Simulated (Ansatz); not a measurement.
# Localised basis functions on Σ13 (111) twist boundary in Si (312 atoms)

Wanted: errors and times of a linear-scaling basis for Σ13 (111) twist boundary in Si (312 atoms). A setting counts as converged where the r.m.s. difference of forces stays under 1 % of the r.m.s. force.

Calculated with Ansatz 0.2.0; Kohn-Sham DFT, PBE, PAW (set soft_2), plane waves.

**1. Starting point**

The cell holds 312 atoms: 312 Si. Cell: a = 13.846 Å, b = 13.846 Å, c = 37.386 Å, α = 90.0°, β = 90.0°, γ = 120.0°. It derives from Si (diamond-structure). Diamond-structure Si (a = 5.431 Å); two grains turned against each other by 27.80 deg about [111]; 1 x 1 coincidence cells, 2 lattice periods a grain, two boundaries a cell, upper grain shifted by [0, 0] of the boundary cell and opened by 0.3 Å, one atom of each pair nearer than 1.764 Å removed; annealed from 300 K for 3 ps and minimised with a classical potential (one cell length free). Regions: lower grain, 156 atoms (156 Si); upper grain, 156 atoms (156 Si).

Before any run, some limits are plain. The host structure and its lattice constant were typed by rule, without a check against the phase diagram. Only the Γ point is sampled, in a cell whose shortest periodic width is 12 Å.

**2. Plane-wave single point**

The first run fixes the reference, at a cutoff of 420 eV.

Contents of input.yaml:

```yaml
crystal:
  lattice:
    - [13.84639, 0.0, 0.0]
    - [-6.92319, 11.99132, 0.0]
    - [0.0, 0.0, 37.38589]
  atoms:
    - { symbol: Si, position: [0.91068, 0.68812, 0.47864] }
    - { symbol: Si, position: [0.93571, 0.69832, 0.03421] }
    - { symbol: Si, position: [0.8467, 0.39437, 0.47586] }
    - { symbol: Si, position: [0.84552, 0.39486, 0.03624] }
    - { symbol: Si, position: [0.97688, 0.56643, 0.05923] }
    - { symbol: Si, position: [0.97382, 0.56399, 0.12176] }
    - { symbol: Si, position: [0.77745, 0.08932, 0.47864] }
    - { symbol: Si, position: [0.76261, 0.06429, 0.03421] }
    - { symbol: Si, position: [0.89833, 0.25879, 0.05197] }
    - { symbol: Si, position: [0.89818, 0.25629, 0.11753] }
    - { symbol: Si, position: [0.94885, 0.12987, 0.14177] }
    - { symbol: Si, position: [0.94895, 0.12881, 0.20477] }
    - { symbol: Si, position: [0.69832, 0.76261, 0.48044] }
    - { symbol: Si, position: [0.68812, 0.77745, 0.036] }
    - { symbol: Si, position: [0.82234, 0.9496, 0.05976] }
    - { symbol: Si, position: [0.82024, 0.94928, 0.12222] }
    - { symbol: Si, position: [0.60563, 0.45234, 0.47586] }
    - { symbol: Si, position: [0.60514, 0.45066, 0.03624] }
    - { symbol: Si, position: [0.74121, 0.63954, 0.05197] }
    - { symbol: Si, position: [0.74371, 0.64189, 0.11753] }
    - { symbol: Si, position: [0.87013, 0.81898, 0.14177] }
    - { symbol: Si, position: [0.87119, 0.82014, 0.20477] }
    - { symbol: Si, position: [0.54766, 0.1533, 0.47586] }
    - { symbol: Si, position: [0.54934, 0.15448, 0.03624] }
    - { symbol: Si, position: [0.66667, 0.33333, 0.05882] }
    - { symbol: Si, position: [0.66667, 0.33333, 0.12128] }
    - { symbol: Si, position: [0.79363, 0.51431, 0.14121] }
    - { symbol: Si, position: [0.79414, 0.51336, 0.20427] }
    - { symbol: Si, position: [0.92229, 0.69199, 0.22587] }
    - { symbol: Si, position: [0.92277, 0.69208, 0.28871] }
    - { symbol: Si, position: [0.58956, 0.02312, 0.05923] }
    - { symbol: Si, position: [0.59017, 0.02618, 0.12176] }
    [... 274 atom lines left out ...]
    - { symbol: Si, position: [0.05105, 0.17986, 0.80987] }
    - { symbol: Si, position: [0.05115, 0.18102, 0.87288] }
    - { symbol: Si, position: [0.10182, 0.35811, 0.89711] }
    - { symbol: Si, position: [0.10167, 0.36046, 0.96267] }
    - { symbol: Si, position: [0.17976, 0.12904, 0.89242] }
    - { symbol: Si, position: [0.17766, 0.12726, 0.95488] }
kpoints:
  mp_grid: { grid: [1, 1, 1] }
hamiltonian:
  xc: pbe
scf:
  occupations: { method: gaussian, width: 0.05 }
output:
  forces: true
  stress: true
  populations: intrinsic
  dos:
    method: { smearing: { sigma: 0.15 } }
    de: 0.1
    projected: { site_lists: { Si: [Si] } }
  eigenvalues: true
  write_density: true
  write_potential: true
  volumetric_format: npy
```

Command:

```sh
ansatz run input.yaml --threads 4 --pin off --max-ram 15872MiB --backend cpu --events-out ev --progress --plain --runs-dir out
```

Numbers of over 12 decimals in the logs are rounded to 6 here.

Output:

```text
Warning: the atoms were moved onto the symmetric positions of the space group found under crystal.symmetry.tolerance 1.0e-5 (fractional; no operation is sought that the atoms, as they stand in a round, miss by more than twice it, and no atom is moved by as much as it), and the run uses the moved positions. [...]
Engine: ansatz 0.2.0, aarch64-unknown-linux-gnu
Pseudopotentials: kind: paw
Pseudopotential: Si, paw, valence charge 4, recommended cutoff 420 eV (normal), Si.paw.azcp
[... 5 lines on functional and potentials left out ...]
Crystal: 312 atoms, lattice volume = 6207.422 Å³
Basis set: ecut = 420 eV, 121283 PW (Γ), exchange–correlation on 192×192×500 points (8 copies of the dense FFT grid, shifted against one another)
Bands: 936, of which v1, the nominal top of the filled ones, is band 624 counted from 1 (623 counted from 0)
Symmetry: 12 space group operations
Space group: P-3c1 (ITA 165), of the structure as read, at distance tolerance 1.8e-4 Å
k-points: 1
[... 3 lines on functional and potentials left out ...]
Initial density: superposition of atomic densities (neutral atoms: chi_scale 0, normalization atom), corrected by the library's trained network
Initial wavefunctions: pseudopotential atomic-orbital guess
Functional: x = pbe(κ = 0.804, μ = 0.219515), c = pbe(β = 0.066725)
SCF iter   1: F=—  HF=-198349.296478 eV  |F-HF|=—  |Δ(HF+E_count)|=         —  Δρ=1.98e-3  dr2=9.17e-1  ethr=1.77e-3  ⟨swp⟩=6.0  Hψ=4401  notcnv=0  defer=230
preconditioner: auto → Resta (q_TF=auto, 2.088 Å⁻¹)  ε∞=5.6  [insulator: Δε(μ)=0.199 eV  Ē_g=7.755 eV  σ=0.050 eV  W_gap=0.72  n_scr=978 (ndim 8)  ℏωp=16.6 eV  f_vac=0.000  D(μ)=72.42/eV (n_scr^D=322)  ε∞_Penn≈5.6]
SCF iter   2: F=—  HF=-198349.231406 eV  |F-HF|=—  |Δ(HF+E_count)|=   6.51e-2  Δρ=1.06e-3  dr2=1.74e-1  ethr=7.35e-5  ⟨swp⟩=1.0  Hψ=1077  notcnv=0  defer=238
SCF iter   3: F=—  HF=-198349.220340 eV  |F-HF|=—  |Δ(HF+E_count)|=   1.11e-2  Δρ=2.21e-4  dr2=3.83e-3  ethr=1.40e-5  ⟨swp⟩=2.0  Hψ=998  notcnv=0  defer=238
SCF iter   4: F=—  HF=-198349.221577 eV  |F-HF|=—  |Δ(HF+E_count)|=   1.24e-3  Δρ=4.10e-5  dr2=2.04e-4  ethr=3.07e-7  ⟨swp⟩=2.0  Hψ=1260  notcnv=0  defer=238
SCF iter   5: F=—  HF=-198349.221843 eV  |F-HF|=—  |Δ(HF+E_count)|=   2.66e-4  Δρ=1.17e-5  dr2=1.94e-5  ethr=1.63e-8  ⟨swp⟩=2.0  Hψ=1074  notcnv=0  defer=238
SCF iter   6: F=—  HF=-198349.220785 eV  |F-HF|=—  |Δ(HF+E_count)|=   1.06e-3  Δρ=3.06e-6  dr2=1.07e-6  ethr=1.56e-9  ⟨swp⟩=2.0  Hψ=1561  notcnv=0  defer=239
SCF iter   7: F=-198349.220786 eV  HF=-198349.220786 eV  |F-HF|=1.60e-8  |Δ(HF+E_count)|=   6.23e-7  Δρ=6.34e-7  dr2=3.70e-8  ethr=8.01e-12  ⟨swp⟩=18.0  Hψ=8771  notcnv=0
SCF 1 converged in 7 iterations: F = -198349.220786 eV  dr2 = 3.70e-8
  greatest PAW one-centre occupation: 0.648 electrons in one spin orbital (limit 2), on the Si atom at site 232 (counted from 0), in its partial waves of l = 0
SCF converged after 7 iterations
Free energy (F): -198349.220786 eV
Harris-Foulkes:  -198349.220786 eV  (|F-HF|=1.60e-8)
Internal energy: -198349.130729 eV  (E = F + TS)
E sigma→0 (E₀):  -198349.175758 eV
Entropy (-TS):   -0.090056 eV (-0.289 meV/atom)
Fermi energy:    6.437611 eV
--- Per-component energies (eV) ---
  E_band       = 1549.369421
  E_kinetic    = 12583.091428
  E_local      = -8331.383636  (includes V_loc(G=0)·N_el)
  E_nonlocal   = 8093.836079
  E_hartree    = 2275.078159
  E_xc         = -17213.717165
  E_vxc        = -14578.018465  (∫ρ·V_xc dr)
  E_paw        = -159983.868379  (= ΣΔE_a)
  E_vpaw       = -768.317285  (= ΣTr[D̂ρ^β])
  E_aug_tail   = 0.001897  (compensation charges beyond the density's cutoff)
  E_ewald      = -35772.169113
  E_smearing   = -0.090056  (= −TS)
  E_closure    = -0.000000  (closes the sum)
  Σ components = -198349.220786   (vs F -198349.220786, Δ=0.00e0)
--- Forces (eV/Å), atoms counted from 1 ---
  atom   1  Si     0.49841225     0.52489285    -0.03531325
  atom   2  Si    -0.20889627    -0.06781061     0.19295757
  atom   3  Si     0.02831789     0.02760897     0.21321553
  atom   4  Si    -0.01316999     0.01896998    -0.05254052
  atom   5  Si     0.00450771     0.06671106     0.25738325
  atom   6  Si     0.11013244     0.04925670     0.01193515
  atom   7  Si     0.20536442    -0.69408409    -0.03531325
  atom   8  Si     0.04572243     0.21481478     0.19295757
  atom   9  Si     0.16104674    -0.37278612    -0.07547977
  atom  10  Si    -0.14629484     0.10374456     0.17221171
  atom  11  Si    -0.00661125     0.02963957    -0.06308826
  atom  12  Si    -0.07601385     0.05768776     0.02605876
  atom  13  Si    -0.16317384     0.14700417    -0.19295757
  atom  14  Si     0.70377666    -0.16919125     0.03531325
[...]
atom 311  Si    -0.05158041    -0.14827301    -0.04022899
  atom 312  Si     0.00586785    -0.00624096    -0.20375987
  max |Σ_I F_I| component: 4.44e-16 eV/Å
--- Stress (GPa, compression-positive) ---
        0.804708       0.000000       0.000000
        0.000000       0.804708       0.000000
        0.000000       0.000000       2.655615
  P = ⅓ Tr σ = 1.4217 GPa (14.217 kbar)
--- Band table (eV) ---
  k-point 0: bands = ["-5.7349", "-5.6931", "-5.5599", "-5.3882", [... 920 levels ...], "10.2684", "10.2865", "10.2865", "10.3121", "10.3121", "10.3172", "10.3231", "10.3265", "10.3265", "10.3269", "10.3269", "10.3269"]
--- intrinsic populations: 312 sites ---
  site symbol       q [e]
     0     Si      4.0246
     1     Si      4.0200
     2     Si      4.0237
[...]
311     Si      3.9831
  spilling = 0.000000 (of n_electrons = 1248.000000)
```

Run time: 5.6 min. Hardware: 4 threads of Arm Neoverse V2, shared host; peak memory 10 GiB; 22 min of CPU time.

Reading the cycles: dr2 is the Hartree energy of the density residual (eV), the measure of convergence; HF is the Harris–Foulkes estimate of the energy, which meets the free energy F at convergence.

The program notes that it cut back its work space to fit the memory limit and positions were snapped to a detected symmetry.

Read from the output:

| Quantity | Value |
| --- | --- |
| free energy | -198349.2208 eV |
| free energy per atom | -635.7347 eV/atom |
| SCF cycles | 7 |
| pressure | 1.422 GPa |
| r.m.s. force component | 0.1215 eV/Å |
| longest force | 0.7247 eV/Å |
| Fermi energy | 6.438 eV |
| levels partly filled by over 2 per cent | 4 |

The r.m.s. force component of 0.12 eV/Å sets the scale for the differences below.

**3. Support functions medium**

The cell is solved in localised support functions. The level medium gives here a grid of 54×54×150 points and a radius of 4.06 Å.

This step: Kohn-Sham DFT, PBE, PAW (set soft_2), localised support functions (medium) (Ansatz 0.2.0).

input.yaml, the sections that differ from step 2:

```yaml
scf:
  occupations: { method: gaussian, width: 0.05 }
  eigensolver: { kind: { support_functions: { accuracy: medium } } }
  mixing: { beta: 0.2 }
  max_iter: 150
output:
  forces: true
  eigenvalues: true
# crystal, kpoints, hamiltonian: as in step 2
```

Output:

```text
Warning: scf.eigensolver.kind.support_functions: disabling space-group detection — the functions' gradient is summed over unrotated k-points, so no spatial operation reduces the k-mesh or symmetrises the density; time reversal is kept, so that k and −k are solved as one point where they differ and the mesh holds both, and exact exchange and, on two spinor components, a DFT+U term hold to it where the run has them: [...]
settings of this run that can trade accuracy for cost: scf.eigensolver.kind.support_functions [...]
[...]
Crystal: 312 atoms, lattice volume = 6207.422 Å³
Basis set: ecut = 420 eV, 121283 PW (Γ), exchange–correlation on 192×192×500 points (8 copies of the dense FFT grid, shifted against one another)
Bands: 749, of which v1, the nominal top of the filled ones, is band 624 counted from 1 (623 counted from 0)
Symmetry: 1 space group operations
k-points: 1
[...]
Eigensolver: Support functions (medium, 54×54×150 points, laid for a spacing of at most 0.257060 Å, radius 4.057414 Å, 0 species' potentials softened for the grid, 1 wholly corrected for its errors in the mean over positions, 1 with the egg-box correction, energy correction by stochastic trace)
[...]
SCF iter   1: F=—  HF=-198294.461588 eV  |F-HF|=—  |Δ(HF+E_count)|=         —  Δρ=3.87e-2  dr2=8.27e1  ethr=1.00e-1
[...]
SCF iter  13: F=—  HF=-198349.222513 eV  |F-HF|=—  |Δ(HF+E_count)|=   5.27e-3  Δρ=1.28e-5  dr2=1.36e-5  ethr=6.04e-9  κ⁻¹=3.2e-7(r=7)
SCF iter  14: F=-198349.227056 eV  HF=-198349.227056 eV  |F-HF|=4.11e-7  |Δ(HF+E_count)|=   4.54e-3  Δρ=3.85e-6  dr2=1.27e-6  ethr=1.09e-9
SCF 1 converged in 14 iterations: F = -198349.335846 eV  dr2 = 1.27e-6
[...]
SCF converged after 14 iterations
Stability not checked: this state was not tested for a lower state beside it, because the mixer in use, unlike msr1, does not test its closes by its own steps (another_mixer; see scf.mixing.algorithm and scf.lower_state_search)
Free energy (F): -198349.335846 eV
[...]
Internal energy: -198349.245792 eV  (E = F + TS)
E sigma→0 (E₀):  -198349.290819 eV
Entropy (-TS):   -0.090054 eV (-0.289 meV/atom)
Fermi energy:    6.437978 eV
[...]
Σ components = -198349.335846   (vs F -198349.335846, Δ=0.00e0)
--- Forces (eV/Å), atoms counted from 1 ---
  atom   1  Si     0.49793452     0.52566330    -0.03528308
  atom   2  Si    -0.20861551    -0.06835113     0.19232424
  atom   3  Si     0.02899517     0.02676172     0.21086110
  atom   4  Si    -0.01324606     0.01852737    -0.05188664
[...]
atom 312  Si     0.00602702    -0.00594322    -0.20245675
  max |Σ_I F_I| component: 1.38e-2 eV/Å
--- Band table (eV) ---
[...]
```

Wall time 4.3 min (4 threads); peak memory 6.7 GiB; 17 min of CPU time.

The program notes that the band table was not solved further than the SCF left it and it switched symmetry off.

Keys that differ from the reference: support_functions.accuracy = "medium", scf.max_iter = 150 and scf.mixing.beta = 0.2.

Forces differ from the reference by 0.88 meV/Å r.m.s., 0.73 % of their size, within a tolerance of 1 %; the energy by -0.37 meV/atom.

**4. Support functions low**

The level low is asked for. Here it resolves to the same grid and radius as in the run with support functions medium, so the basis is not new.

This step: Kohn-Sham DFT, PBE, PAW (set soft_2), localised support functions (low) (Ansatz 0.2.0).

input.yaml, the sections that differ from step 3:

```yaml
scf:
  occupations: { method: gaussian, width: 0.05 }
  eigensolver: { kind: { support_functions: { accuracy: low } } }
  mixing: { beta: 0.2 }
  max_iter: 150
# crystal, kpoints, hamiltonian, output: as in step 3
```

Output:

```text
[...]
Crystal: 312 atoms, lattice volume = 6207.422 Å³
Basis set: ecut = 420 eV, 121283 PW (Γ), exchange–correlation on 192×192×500 points (8 copies of the dense FFT grid, shifted against one another)
Bands: 749, of which v1, the nominal top of the filled ones, is band 624 counted from 1 (623 counted from 0)
Symmetry: 1 space group operations
k-points: 1
[...]
Eigensolver: Support functions (low, 54×54×150 points, laid for a spacing of at most 0.257060 Å, radius 4.057414 Å, 0 species' potentials softened for the grid, 1 wholly corrected for its errors in the mean over positions, 1 with the egg-box correction, energy correction by stochastic trace)
[...]
SCF iter   1: F=—  HF=-198294.461588 eV  |F-HF|=—  |Δ(HF+E_count)|=         —  Δρ=3.87e-2  dr2=8.27e1  ethr=1.00e-1
[...]
SCF iter  12: F=—  HF=-198349.217250 eV  |F-HF|=—  |Δ(HF+E_count)|=   6.58e-3  Δρ=2.56e-5  dr2=7.38e-5  ethr=1.53e-8  κ⁻¹=1.3e-7(r=7)
SCF iter  13: F=-198349.222501 eV  HF=-198349.222510 eV  |F-HF|=8.89e-6  |Δ(HF+E_count)|=   5.26e-3  Δρ=1.31e-5  dr2=1.40e-5  ethr=5.92e-9
SCF 1 converged in 13 iterations: F = -198349.335879 eV  dr2 = 1.40e-5
[...]
SCF converged after 13 iterations
[...]
Free energy (F): -198349.335879 eV
[...]
Internal energy: -198349.245826 eV  (E = F + TS)
E sigma→0 (E₀):  -198349.290853 eV
Entropy (-TS):   -0.090053 eV (-0.289 meV/atom)
Fermi energy:    6.438044 eV
[...]
Σ components = -198349.335879   (vs F -198349.335879, Δ=0.00e0)
--- Forces (eV/Å), atoms counted from 1 ---
  atom   1  Si     0.49793871     0.52563446    -0.03523301
  atom   2  Si    -0.20866465    -0.06846329     0.19228876
  atom   3  Si     0.02901909     0.02665514     0.21084648
  atom   4  Si    -0.01324246     0.01842845    -0.05187603
[...]
atom 312  Si     0.00595463    -0.00594265    -0.20251059
  max |Σ_I F_I| component: 1.38e-2 eV/Å
--- Band table (eV) ---
[...]
```

It took 4.1 min on 4 threads; peak memory 6.8 GiB; 16 min of CPU time.

Keys that differ from the reference: support_functions.accuracy = "low", scf.max_iter = 150 and scf.mixing.beta = 0.2.

Forces differ from the reference by 0.88 meV/Å r.m.s., 0.73 % of their size, within a tolerance of 1 %; the energy by -0.37 meV/atom.

**5. Support functions high**

The cell is solved in localised support functions. The level high gives here a grid of 72×72×180 points and a radius of 4.86 Å.

This step: Kohn-Sham DFT, PBE, PAW (set soft_2), localised support functions (high) (Ansatz 0.2.0).

input.yaml, the sections that differ from step 4:

```yaml
scf:
  occupations: { method: gaussian, width: 0.05 }
  eigensolver: { kind: { support_functions: { accuracy: high } } }
  mixing: { beta: 0.2 }
  max_iter: 150
# crystal, kpoints, hamiltonian, output: as in step 4
```

Output:

```text
[...]
Crystal: 312 atoms, lattice volume = 6207.422 Å³
Basis set: ecut = 420 eV, 121283 PW (Γ), exchange–correlation on 192×192×500 points (8 copies of the dense FFT grid, shifted against one another)
Bands: 749, of which v1, the nominal top of the filled ones, is band 624 counted from 1 (623 counted from 0)
Symmetry: 1 space group operations
k-points: 1
[...]
Eigensolver: Support functions (high, 72×72×180 points, laid for a spacing of at most 0.220337 Å, radius 4.855981 Å, 1 species' potentials softened for the grid, 1 wholly corrected for its errors in the mean over positions, 1 with the egg-box correction, energy correction by stochastic trace)
[...]
SCF iter   1: F=—  HF=-198304.674884 eV  |F-HF|=—  |Δ(HF+E_count)|=         —  Δρ=3.85e-2  dr2=8.42e1  ethr=1.00e-1
[...]
SCF iter  14: F=—  HF=-198349.309140 eV  |F-HF|=—  |Δ(HF+E_count)|=   4.59e-4  Δρ=2.47e-6  dr2=6.73e-7  ethr=2.19e-10  κ⁻¹=1.3e-7(r=7)
SCF iter  15: F=-198349.309538 eV  HF=-198349.309538 eV  |F-HF|=3.22e-7  |Δ(HF+E_count)|=   3.98e-4  Δρ=2.59e-6  dr2=5.11e-7  ethr=5.39e-11
SCF 1 converged in 15 iterations: F = -198349.317918 eV  dr2 = 5.11e-7
[...]
SCF converged after 15 iterations
[...]
Free energy (F): -198349.317918 eV
[...]
Internal energy: -198349.227861 eV  (E = F + TS)
E sigma→0 (E₀):  -198349.272890 eV
Entropy (-TS):   -0.090057 eV (-0.289 meV/atom)
Fermi energy:    6.437534 eV
[...]
Σ components = -198349.317918   (vs F -198349.317918, Δ=0.00e0)
--- Forces (eV/Å), atoms counted from 1 ---
  atom   1  Si     0.49785596     0.52557586    -0.03561575
  atom   2  Si    -0.20872771    -0.06821260     0.19234444
  atom   3  Si     0.02905313     0.02680266     0.21108537
  atom   4  Si    -0.01287854     0.01878789    -0.05174400
[...]
atom 312  Si     0.00599942    -0.00607093    -0.20250993
  max |Σ_I F_I| component: 3.03e-3 eV/Å
--- Band table (eV) ---
[...]
```

It took 13 min on 4 threads; peak memory 13 GiB; 51 min of CPU time.

Keys that differ from the reference: support_functions.accuracy = "high", scf.max_iter = 150 and scf.mixing.beta = 0.2.

Forces differ from the reference by 0.82 meV/Å r.m.s., 0.67 % of their size, within a tolerance of 1 %; the energy by -0.31 meV/atom. It took 13 min and 15 cycles; the reference's time can't be set against it, since the two runs asked for unlike analyses.

[end of part 1 of 3]

[Logs are printed without paths, hosts, clocks, repeated set-up lines and the standing remarks that a program may print on its own settings, such as how far it seeks lower states.]

[Hosts, paths, dates, database ids (printed as entryN), source tags and the programs' standing remarks are cut or masked in the printed files.]
